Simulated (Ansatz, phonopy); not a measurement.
# Quasi-harmonic thermodynamics of NaI (Fm-3m), part 3 of 4

How much does NaI expand with temperature?

Measurements to reproduce:
- volume expansion coefficient 135 1e-6/K near room temperature (given in “Descriptors for thermal expansion in solids”, 2017, arXiv:1701.03966)

Ansatz 0.2.0; DFT LDA, scalar-relativistic, plane waves, PAW.

So far, principal linear expansion coefficients at 298 K (× 1e-6/K): step 7 (phonons on strained cells, cutoff 550 eV, k-mesh 8×8×8) 46.5. The relaxed cell has a = 6.260 Å (conventional setting).

## Step 9: The quasi-harmonic study, cutoff 487.2 eV, k-mesh 12×12×12

Thermal expansion follows from how the free energy of the vibrations (and of the electrons in a metal) changes with strain, so the program makes strained cells, their phonons and a fit in one run.

This step: DFT LDA, scalar-relativistic, plane waves, PAW (Ansatz 0.2.0).

The input, input.yaml:

```yaml
crystal:
  lattice:
    - [0.0, 3.129871379, 3.129871379]
    - [3.129871379, 0.0, 3.129871379]
    - [3.129871379, 3.129871379, 0.0]
  atoms:
    - { symbol: Na, position: [0.0, 0.0, 0.0] }
    - { symbol: I, position: [0.5, 0.5, 0.5] }
kpoints:
  mp_grid: { grid: [12, 12, 12] }
hamiltonian:
  xc: lda
scf:
  occupations: { method: fixed }
  lower_state_search: "off"
output:
  eigenvalues: true
phonons:
  method: dfpt
  qmesh: [4, 4, 4]
  temperatures: { t_max: 500.0, t_step: 25 }
  thermal_expansion: {}
```

The run is started by

```
ansatz run input.yaml --threads 8 --pin off --max-ram 16384MiB --backend cpu --events-out ev --progress --plain --runs-dir out
```

Numbers of over 12 decimals in the logs are rounded to 6 here.

What it wrote:

```text
[...]
Crystal: 2 atoms, lattice volume = 61.321 Å³
Basis set: ecut = 487.2 eV, 1459 PW (Γ), exchange–correlation on 64×64×64 points (8 copies of the dense FFT grid, shifted against one another)
Bands: 17, of which v1, the nominal top of the filled ones, is band 13 counted from 1 (12 counted from 0)
Symmetry: 48 space group operations
[...]
k-points: 72 of 1728
[...]
SCF iter   1: F=—  HF=-8825.018185 eV  |F-HF|=—  |Δ(HF+E_count)|=         —  Δρ=5.76e-3  dr2=7.78e-3  ethr=1.77e-3  ⟨swp⟩=5.1  Hψ=5505  notcnv=0  defer=137
[...]
SCF iter   9: F=-8825.012610 eV  HF=-8825.012610 eV  |F-HF|=3.64e-12  |Δ(HF+E_count)|=  1.46e-11  Δρ=1.39e-8  dr2=2.32e-13  ethr=1.00e-12  ⟨swp⟩=8.6  Hψ=6548  notcnv=0
SCF 1 converged in 9 iterations: F = -8825.012610 eV  dr2 = 2.32e-13
[...]
relax step   1: F+E_penalty+E_count = -8825.01261026 eV  Δ(F+E_penalty+E_count) = +0.000e0 eV  max|allowed force component| = 1.107e-28 eV/Å  Δτ_max = 0.0000 Å  (9 SCF iters, accepted)
SCF converged after 9 iterations
Free energy (F): -8825.012610 eV
[...]
Internal energy: -8825.012610 eV  (E = F + TS)
E sigma→0 (E₀):  -8825.012610 eV
Fermi energy:    3.750878 eV
[...]
--- Stress (GPa, compression-positive) ---
        0.000087       0.000000       0.000000
        0.000000       0.000087      -0.000000
        0.000000       0.000000       0.000087
  P = ⅓ Tr σ = 0.0001 GPa (0.001 kbar)
--- Band table (eV; the first three rows and the last of 72) ---
  k-point 0: bands = [... 9 lower, -7.6560, 3.7509, 3.7509, 3.7509, 7.3709, 11.5875, 11.5875, 11.5875]
  k-point 1: bands = [... 9 lower, -7.6304, 3.4703, 3.7247, 3.7247, 7.6667, 11.3610, 11.6782, 11.6782]
  k-point 2: bands = [... 9 lower, -7.5585, 2.8521, 3.6551, 3.6551, 8.2627, 11.1071, 11.8204, 11.8204]
  k-point 71: bands = [... 9 lower, -7.1233, 2.0314, 2.0314, 2.5993, 9.6249, 11.2152, 11.2152, 11.7116]
── thermal expansion: 3 new cells, 3 in all ──
thermal expansion: relaxation of cell 2
thermal expansion: relaxation of cell 3
── thermal expansion: 2 new cells, 5 in all ──
thermal expansion: relaxation of cell 4
thermal expansion: phonons of cell 4
thermal expansion: relaxation of cell 5
thermal expansion: phonons of cell 5
── thermal expansion: 7 new cells, 12 in all ──
thermal expansion: relaxation of cell 6
thermal expansion: relaxation of cell 7
thermal expansion: relaxation of cell 8
thermal expansion: relaxation of cell 9
thermal expansion: relaxation of cell 10
thermal expansion: relaxation of cell 11
thermal expansion: relaxation of cell 12
thermal expansion: phonons of cell 6
thermal expansion: phonons of cell 7
thermal expansion: phonons of cell 8
thermal expansion: phonons of cell 9
--- Relaxed structure (1 steps of the walk, 1 accepted, 0 SCFs on fresh bases) ---
  F+E_penalty+E_count = -8825.01261026 eV   max|allowed force component| = 1.107e-28 eV/Å
  atoms:
    - { symbol: Na, position: [0.0, 0.0, 0.0] }
    - { symbol: I, position: [0.500000, 0.500000, 0.500000] }
--- Thermal expansion: 12 cells in 3 rounds, 0 GPa ---
  no lower state was looked for at cell 4: scf.lower_state_search: off
  without vibrations: a 4.42632, b 4.42632, c 4.42632 Å, V 61.3215 Å³, B 20.77 GPa
  at 0 K: a 4.43933, b 4.43933, c 4.43933 Å, V 61.8640 Å³, B 20.21 GPa
  zero-point expansion: a +0.294, b +0.294, c +0.294, V +0.885 %
[...]
0.00    4.43933    4.43933    4.43933    61.8640 |    0.00    0.00    0.00    0.00 |   97.55 |     0.000     0.000 |    20.21    20.21
    50.00    4.44108    4.44108    4.44108    61.9369 |   19.54   19.54   19.54   58.61 |  112.60 |    28.460    28.332 |    20.01    20.10
   100.00    4.44715    4.44715    4.44715    62.1914 |   32.79   32.79   32.79   98.36 |  120.85 |    42.669    41.964 |    19.45    19.78
   150.00    4.45510    4.45510    4.45510    62.5254 |   38.03   38.03   38.03  114.10 |  126.26 |    47.489    46.106 |    18.81    19.38
   200.00    4.46395    4.46395    4.46395    62.8990 |   41.25   41.25   41.25  123.75 |  130.83 |    49.843    47.738 |    18.14    18.94
   250.00    4.47347    4.47347    4.47347    63.3024 |   43.94   43.94   43.94  131.83 |  135.22 |    51.412    48.525 |    17.43    18.47
   298.15    4.48323    4.48323    4.48323    63.7172 |   46.52   46.52   46.52  139.55 |       - |    52.670    48.946 |    16.71    17.99
   325.00    4.48892    4.48892    4.48892    63.9603 |   48.03   48.03   48.03  144.08 |  142.06 |    53.340    49.105 |    16.30    17.70
   375.00    4.50005    4.50005    4.50005    64.4373 |   51.11   51.11   51.11  153.33 |  147.04 |    54.613    49.315 |    15.49    17.15
   425.00    4.51196    4.51196    4.51196    64.9502 |   54.71   54.71   54.71  164.13 |  152.55 |    56.004    49.454 |    14.63    16.56
   475.00    4.52479    4.52479    4.52479    65.5061 |   59.08   59.08   59.08  177.23 |  158.75 |    57.613    49.552 |    13.70    15.92
   500.00    4.53163    4.53163    4.53163    65.8032 |   61.66   61.66   61.66  184.97 |  162.19 |    58.539    49.590 |    13.20    15.58
[...]
vibrations' free energy: its fit leaves 0.0000 meV an atom at the most
  the electrons' free energy at temperature is not in it: every band gap is over 0.52 eV
  free energies summed between the sampled wave vectors
[...]
the FFT grids of the static calculations differ: 32 × 32 × 32, 36 × 36 × 36
  band gaps on the cells' k-points are 3.305 to 3.716 eV
```

Elapsed: 33 min, on 8 threads of Arm Neoverse V1, shared host; peak memory 4.4 GiB.

This step gave:

| Quantity | Value |
| --- | --- |
| pressure | 8.75e-5 GPa |
| volume expansion coefficient at 298 K | 139.6 1e-6/K |
| C_P at 298 K | 26.34 J/mol-atom/K |
| principal linear expansion coefficients at 298 K | 46.52, 46.52, 46.52 1e-6/K |

Strained cells of the study; zero-point energy where phonons were solved; the pressures are stresses at a fixed cutoff and can carry an offset from the finite basis. Expansion cells, by row:

| cell | \|a\| (Å) | \|b\| (Å) | \|c\| (Å) | V (Å³/atom) | E - E_lowest (meV/atom) | pressure, compression positive (GPa) | gap (eV) | zero-point energy (meV/atom) |
| --- | --- | --- | --- | --- | --- | --- | --- | --- |
| 1 | 4.426 | 4.426 | 4.426 | 30.66 | 0 | -0.01 | 3.62 | - |
| 2 | 4.462 | 4.462 | 4.462 | 31.4 | 1.111 | -0.478 | 3.547 | - |
| 3 | 4.391 | 4.391 | 4.391 | 29.94 | 1.163 | 0.516 | 3.697 | - |
| 4 | 4.427 | 4.427 | 4.427 | 30.67 | 0 | -0.015 | 3.619 | 18.09 |
| 5 | 4.449 | 4.449 | 4.449 | 31.13 | 0.455 | -0.315 | 3.573 | 17.57 |
| 6 | 4.479 | 4.479 | 4.479 | 31.76 | 2.383 | -0.682 | 3.513 | 16.89 |
| 7 | 4.505 | 4.505 | 4.505 | 32.32 | 5.25 | -0.974 | 3.462 | 16.3 |
| 8 | 4.531 | 4.531 | 4.531 | 32.89 | 9.161 | -1.241 | 3.414 | 15.71 |
| 9 | 4.557 | 4.557 | 4.557 | 33.47 | 14.06 | -1.484 | 3.367 | 15.13 |
| 10 | 4.383 | 4.383 | 4.383 | 29.76 | 1.798 | 0.651 | 3.716 | - |
| 11 | 4.405 | 4.405 | 4.405 | 30.21 | 0.436 | 0.306 | 3.667 | - |
| 12 | 4.594 | 4.594 | 4.594 | 34.28 | 22.29 | -1.782 | 3.305 | - |

Quasi-harmonic; a, b, c are the run's own cell vectors. Expansion, by row:

| T (K) | a (Å) | b (Å) | c (Å) | alpha (deg) | beta (deg) | gamma (deg) | cell volume (Å³/cell) | alpha_a (1e-6/K) | alpha_b (1e-6/K) | alpha_c (1e-6/K) | alpha_V (1e-6/K) | C_P (J/mol-atom/K) | C_V (J/mol-atom/K) | S (J/mol-atom/K) | B_T (GPa) | B_S (GPa) | Grueneisen | extrapolation | fit error (1e-6/K) |
| --- | --- | --- | --- | --- | --- | --- | --- | --- | --- | --- | --- | --- | --- | --- | --- | --- | --- | --- | --- |
| 0 | 4.439 | 4.439 | 4.439 | 60 | 60 | 60 | 61.86 | 0 | 0 | 0 | 0 | 0 | 0 | 0 | 20.21 | 20.21 | - | 0 | 0 |
| 25 | 4.44 | 4.44 | 4.44 | 60 | 60 | 60 | 61.87 | 7.12 | 7.12 | 7.12 | 21.36 | 6.437 | 6.432 | 3.006 | 20.18 | 20.19 | 1.248 | 0 | 0 |
| 50 | 4.441 | 4.441 | 4.441 | 60 | 60 | 60 | 61.94 | 19.54 | 19.54 | 19.54 | 58.61 | 14.23 | 14.17 | 10.04 | 20.01 | 20.1 | 1.544 | 0 | 0.01 |
| 75 | 4.444 | 4.444 | 4.444 | 60 | 60 | 60 | 62.05 | 27.92 | 27.92 | 27.92 | 83.77 | 18.83 | 18.63 | 16.78 | 19.75 | 19.95 | 1.659 | 0 | 0.01 |
| 100 | 4.447 | 4.447 | 4.447 | 60 | 60 | 60 | 62.19 | 32.79 | 32.79 | 32.79 | 98.36 | 21.34 | 20.98 | 22.57 | 19.45 | 19.78 | 1.707 | 0 | 0.02 |
| 125 | 4.451 | 4.451 | 4.451 | 60 | 60 | 60 | 62.35 | 35.85 | 35.85 | 35.85 | 107.6 | 22.8 | 22.28 | 27.5 | 19.14 | 19.58 | 1.734 | 0 | 0.02 |
| 150 | 4.455 | 4.455 | 4.455 | 60 | 60 | 60 | 62.53 | 38.03 | 38.03 | 38.03 | 114.1 | 23.74 | 23.05 | 31.75 | 18.81 | 19.38 | 1.753 | 0 | 0.02 |
| 175 | 4.459 | 4.459 | 4.459 | 60 | 60 | 60 | 62.71 | 39.76 | 39.76 | 39.76 | 119.3 | 24.41 | 23.54 | 35.46 | 18.48 | 19.16 | 1.768 | 0 | 0.03 |
| 200 | 4.464 | 4.464 | 4.464 | 60 | 60 | 60 | 62.9 | 41.25 | 41.25 | 41.25 | 123.8 | 24.92 | 23.87 | 38.76 | 18.14 | 18.94 | 1.781 | 0 | 0.03 |
| 225 | 4.469 | 4.469 | 4.469 | 60 | 60 | 60 | 63.1 | 42.62 | 42.62 | 42.62 | 127.9 | 25.34 | 24.1 | 41.72 | 17.79 | 18.7 | 1.793 | 0 | 0.04 |
| 250 | 4.473 | 4.473 | 4.473 | 60 | 60 | 60 | 63.3 | 43.94 | 43.94 | 43.94 | 131.8 | 25.71 | 24.26 | 44.41 | 17.43 | 18.47 | 1.805 | 0 | 0.04 |
| 275 | 4.478 | 4.478 | 4.478 | 60 | 60 | 60 | 63.51 | 45.27 | 45.27 | 45.27 | 135.8 | 26.04 | 24.39 | 46.87 | 17.06 | 18.22 | 1.817 | 0 | 0.05 |
| 298.1 | 4.483 | 4.483 | 4.483 | 60 | 60 | 60 | 63.72 | 46.52 | 46.52 | 46.52 | 139.6 | 26.34 | 24.47 | 48.99 | 16.71 | 17.99 | 1.828 | 0 | 0.05 |
| 300 | 4.484 | 4.484 | 4.484 | 60 | 60 | 60 | 63.73 | 46.62 | 46.62 | 46.62 | 139.8 | 26.36 | 24.48 | 49.15 | 16.69 | 17.97 | 1.829 | 0 | 0.05 |
| 325 | 4.489 | 4.489 | 4.489 | 60 | 60 | 60 | 63.96 | 48.03 | 48.03 | 48.03 | 144.1 | 26.67 | 24.55 | 51.27 | 16.3 | 17.7 | 1.842 | 0 | 0.05 |
| 350 | 4.494 | 4.494 | 4.494 | 60 | 60 | 60 | 64.19 | 49.52 | 49.52 | 49.52 | 148.6 | 26.98 | 24.61 | 53.26 | 15.9 | 17.43 | 1.855 | 0 | 0.06 |
| 375 | 4.5 | 4.5 | 4.5 | 60 | 60 | 60 | 64.44 | 51.11 | 51.11 | 51.11 | 153.3 | 27.31 | 24.66 | 55.13 | 15.49 | 17.15 | 1.869 | 0 | 0.06 |
| 400 | 4.506 | 4.506 | 4.506 | 60 | 60 | 60 | 64.69 | 52.83 | 52.83 | 52.83 | 158.5 | 27.64 | 24.7 | 56.91 | 15.07 | 16.86 | 1.883 | 0 | 0.07 |
| 425 | 4.512 | 4.512 | 4.512 | 60 | 60 | 60 | 64.95 | 54.71 | 54.71 | 54.71 | 164.1 | 28 | 24.73 | 58.59 | 14.63 | 16.56 | 1.899 | 0 | 0.07 |
| 450 | 4.518 | 4.518 | 4.518 | 60 | 60 | 60 | 65.22 | 56.78 | 56.78 | 56.78 | 170.3 | 28.39 | 24.75 | 60.2 | 14.17 | 16.25 | 1.915 | 0 | 0.07 |
| 475 | 4.525 | 4.525 | 4.525 | 60 | 60 | 60 | 65.51 | 59.08 | 59.08 | 59.08 | 177.2 | 28.81 | 24.78 | 61.75 | 13.7 | 15.92 | 1.932 | 0 | 0.07 |
| 500 | 4.532 | 4.532 | 4.532 | 60 | 60 | 60 | 65.8 | 61.66 | 61.66 | 61.66 | 185 | 29.27 | 24.8 | 63.24 | 13.2 | 15.58 | 1.951 | 0 | 0.09 |

Expansion coefficient against temperature; values in 1e-6/K:

| temperature (K) | volume | principal 1 |
| --- | --- | --- |
| 0 | 0 | 0 |
| 25 | 21.4 | 7.12 |
| 50 | 58.6 | 19.5 |
| 75 | 83.8 | 27.9 |
| 100 | 98.4 | 32.8 |
| 125 | 108 | 35.9 |
| 150 | 114 | 38.0 |
| 175 | 119 | 39.8 |
| 200 | 124 | 41.2 |
| 225 | 128 | 42.6 |
| 250 | 132 | 43.9 |
| 275 | 136 | 45.3 |
| 298 | 140 | 46.5 |
| 300 | 140 | 46.6 |
| 325 | 144 | 48.0 |
| 350 | 149 | 49.5 |
| 375 | 153 | 51.1 |
| 400 | 158 | 52.8 |
| 425 | 164 | 54.7 |
| 450 | 170 | 56.8 |
| 475 | 177 | 59.1 |
| 500 | 185 | 61.7 |

Changing the k-mesh (8×8×8 → 12×12×12) and the cutoff (550 → 487.2 eV) takes the volume expansion at 298 K from 140 to 140 × 10⁻⁶/K and B_T from 16.7 to 16.7 GPa.

## Step 10: Free-energy fit

This step: DFT LDA, scalar-relativistic, plane waves, PAW (phonopy 4.10.0).

Numbers from this step:

| Property | Result |
| --- | --- |
| isothermal bulk modulus at 300 K | 16.66 GPa |
| C_P at 300 K | 26.39 J/mol-atom/K |

The energy (each curve on its own zero) by volume; values in meV/atom:

```
volume (Å³/atom)  static  F at 0 K  F at 300 K  F at 500 K
           30.67       0      1.47        6.24        10.3
           31.13    0.45      1.41        4.62        7.31
           31.76    2.38      2.66        3.71        4.57
           32.32    5.25      4.93        4.02        3.23
           32.89    9.16      8.26        5.28        2.78
           33.47    14.1      12.6        7.44        3.16
```

Phonopy-qha, vinet fit of F(V) at each temperature. Qha vinet, by row:

| T (K) | fitted volume (Å³/atom) | alpha_V (1e-6/K) | B_T (GPa) | C_P (J/mol-atom/K) | Grueneisen |
| --- | --- | --- | --- | --- | --- |
| 75 | 31.02 | 82.04 | 19.75 | 18.81 | 1.624 |
| 100 | 31.1 | 97.46 | 19.45 | 21.39 | 1.692 |
| 125 | 31.18 | 107.1 | 19.14 | 22.87 | 1.727 |
| 150 | 31.26 | 113.8 | 18.82 | 23.81 | 1.749 |
| 175 | 31.35 | 119.1 | 18.48 | 24.47 | 1.765 |
| 200 | 31.45 | 123.6 | 18.14 | 24.97 | 1.779 |
| 225 | 31.55 | 127.8 | 17.78 | 25.38 | 1.792 |
| 250 | 31.65 | 131.9 | 17.42 | 25.74 | 1.804 |
| 275 | 31.76 | 135.9 | 17.05 | 26.07 | 1.817 |
| 300 | 31.87 | 140 | 16.66 | 26.39 | 1.829 |
| 325 | 31.98 | 144.3 | 16.27 | 26.7 | 1.842 |
| 350 | 32.1 | 148.9 | 15.87 | 27.01 | 1.856 |
| 375 | 32.22 | 153.7 | 15.46 | 27.33 | 1.87 |
| 400 | 32.35 | 158.9 | 15.04 | 27.67 | 1.885 |
| 425 | 32.48 | 164.5 | 14.61 | 28.02 | 1.901 |
| 450 | 32.61 | 170.6 | 14.17 | 28.41 | 1.917 |
| 475 | 32.75 | 177.2 | 13.72 | 28.82 | 1.935 |

Table of volume expansion coefficient by temperature; values in 1e-6/K:

```
temperature (K)  phonopy-qha, Vinet  Ansatz's own study
             75                82.0                83.8
            100                97.5                98.4
            125                 107                 108
            150                 114                 114
            175                 119                 119
            200                 124                 124
            225                 128                 128
            250                 132                 132
            275                 136                 136
            300                 140                 140
            325                 144                 144
            350                 149                 149
            375                 154                 153
            400                 159                 158
            425                 164                 164
            450                 171                 170
            475                 177                 177
```

The fit gives a volume expansion of 140 × 10⁻⁶/K at 300 K, against 140 at 298 K from the study itself, whose static fit uses more cells.

## Step 11: The quasi-harmonic study, cutoff 487.2 eV

The study relaxes the crystal at several strains, solves the phonons on some of them and minimises the free energy at each temperature (static energy, vibrations, the electrons in a metal, and PV under a set pressure); the q-mesh sets how far the force constants reach.

This step: DFT LDA, scalar-relativistic, plane waves, PAW (Ansatz 0.2.0).

Edit input.yaml of step 9 so:

```diff
@@ -9,3 +9,3 @@
 kpoints:
-  mp_grid: { grid: [12, 12, 12] }
+  mp_grid: { grid: [8, 8, 8] }
 hamiltonian:
```

What it wrote:

```text
[...]
Crystal: 2 atoms, lattice volume = 61.321 Å³
Basis set: ecut = 487.2 eV, 1459 PW (Γ), exchange–correlation on 64×64×64 points (8 copies of the dense FFT grid, shifted against one another)
Bands: 17, of which v1, the nominal top of the filled ones, is band 13 counted from 1 (12 counted from 0)
Symmetry: 48 space group operations
[...]
vibrations' free energy: its fit leaves 0.0000 meV an atom at the most
  the electrons' free energy at temperature is not in it: every band gap is over 0.52 eV
  free energies summed between the sampled wave vectors
[...]
the FFT grids of the static calculations differ: 32 × 32 × 32, 36 × 36 × 36
  band gaps on the cells' k-points are 3.305 to 3.716 eV
[key lines of the parts left out:]
SCF converged after 8 iterations
Free energy (F): -8825.012600 eV
Fermi energy:    3.750895 eV
P = ⅓ Tr σ = 0.0003 GPa (0.003 kbar)
```

Run time: 11 min. Hardware: 8 threads; peak memory 1.6 GiB.

(Part 3 of 4 ends here.)

[Logs are printed without paths, hosts, clocks, repeated set-up lines and the standing remarks that a program may print on its own settings, such as how far it seeks lower states.]

[Hosts, paths, dates, database ids (printed as entryN), source tags and the programs' standing remarks are cut or masked in the printed files.]

[A step with changed settings may run another functional than the one named; its input shows which.]
